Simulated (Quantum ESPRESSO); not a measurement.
The O K edge of atom 4 in SiO2 (Quartz, P3_121), with 2 Si at 1.61 Å (bent, 144°, site symmetry 1), was computed in 2 ways: full core hole (charged cell) and no core hole. Program and functional: Quantum ESPRESSO XSpectra, PBE, Lorentzian half width 0.3 eV up to 4 eV, rising linearly to 2.5 eV at 25 eV; cells of 9 atoms.

Each run is counted from its own lowest empty level or Fermi level and scaled to a mean of 1 over its first 20 eV. (XSpectra's own axis starts at xe0, in the gap; it has been shifted.)

```csv
E (eV),run 1,run 2
-2.0,0.03,0.04
-1.4,0.03,0.05
-0.8,0.04,0.06
-0.2,0.06,0.08
0.4,0.09,0.15
1.0,0.16,0.28
1.6,0.28,0.55
2.2,0.47,0.80
2.8,0.72,1.40
3.4,1.10,2.26
4.0,1.41,2.51
4.6,1.60,2.52
5.2,1.66,2.32
5.8,1.81,1.94
6.4,1.93,1.58
7.0,1.85,1.27
7.6,1.64,1.06
8.2,1.44,0.93
8.8,1.33,0.88
9.4,1.27,0.88
10.0,1.19,0.87
10.6,1.11,0.84
11.2,1.07,0.81
11.8,1.02,0.78
12.4,0.97,0.74
13.0,0.92,0.70
13.6,0.88,0.67
14.2,0.83,0.65
14.8,0.80,0.64
15.4,0.77,0.63
16.0,0.74,0.62
16.6,0.71,0.62
17.2,0.70,0.62
17.8,0.69,0.63
18.4,0.68,0.64
19.0,0.68,0.65
19.6,0.69,0.66
20.2,0.69,0.68
20.8,0.70,0.69
21.4,0.71,0.71
22.0,0.72,0.72
22.6,0.73,0.74
23.2,0.75,0.75
23.8,0.76,0.76
24.4,0.77,0.76
25.0,0.78,0.76
25.6,0.79,0.75
26.2,0.79,0.74
26.8,0.80,0.73
27.4,0.80,0.71
28.0,0.80,0.70
28.6,0.80,0.68
29.2,0.79,0.67
29.8,0.79,0.66
30.4,0.78,0.65
31.0,0.78,0.64
31.6,0.77,0.62
```

**Question.** Which run is which?

Run 1: no core hole (area from −2 to 6 eV 5.5, main maxima 6.5 eV (1.93)). Run 2: full core hole (charged cell) (area from −2 to 6 eV 8.8, main maxima 4.4 eV (2.53)). With each curve scaled to its own mean, the area from −2 to 6 eV with the hole is 8.8 against 5.5, and the centre of weight from −1 to 20 eV moves by -1.1 eV: the hole pulls the absorber's empty states down.

[Banner, clock and machine lines of the logs are left out without a mark of their own.]

[Logs are printed without paths, hosts, clocks, repeated set-up lines and the standing remarks that a program may print on its own settings, such as how far it seeks lower states.]

[Hosts, paths, dates, database ids (printed as entryN), source tags and the programs' standing remarks are cut or masked in the printed files.]

[Lists of maxima count a maximum above −3 eV only where it reaches 4 % of the highest in the window and stands out from its surroundings by 2 % of it (1.5 % where it reaches 55 %); shoulders and weaker maxima are passed over, and of the rest the first, up to two pre-edge ones and the few strongest are named.]
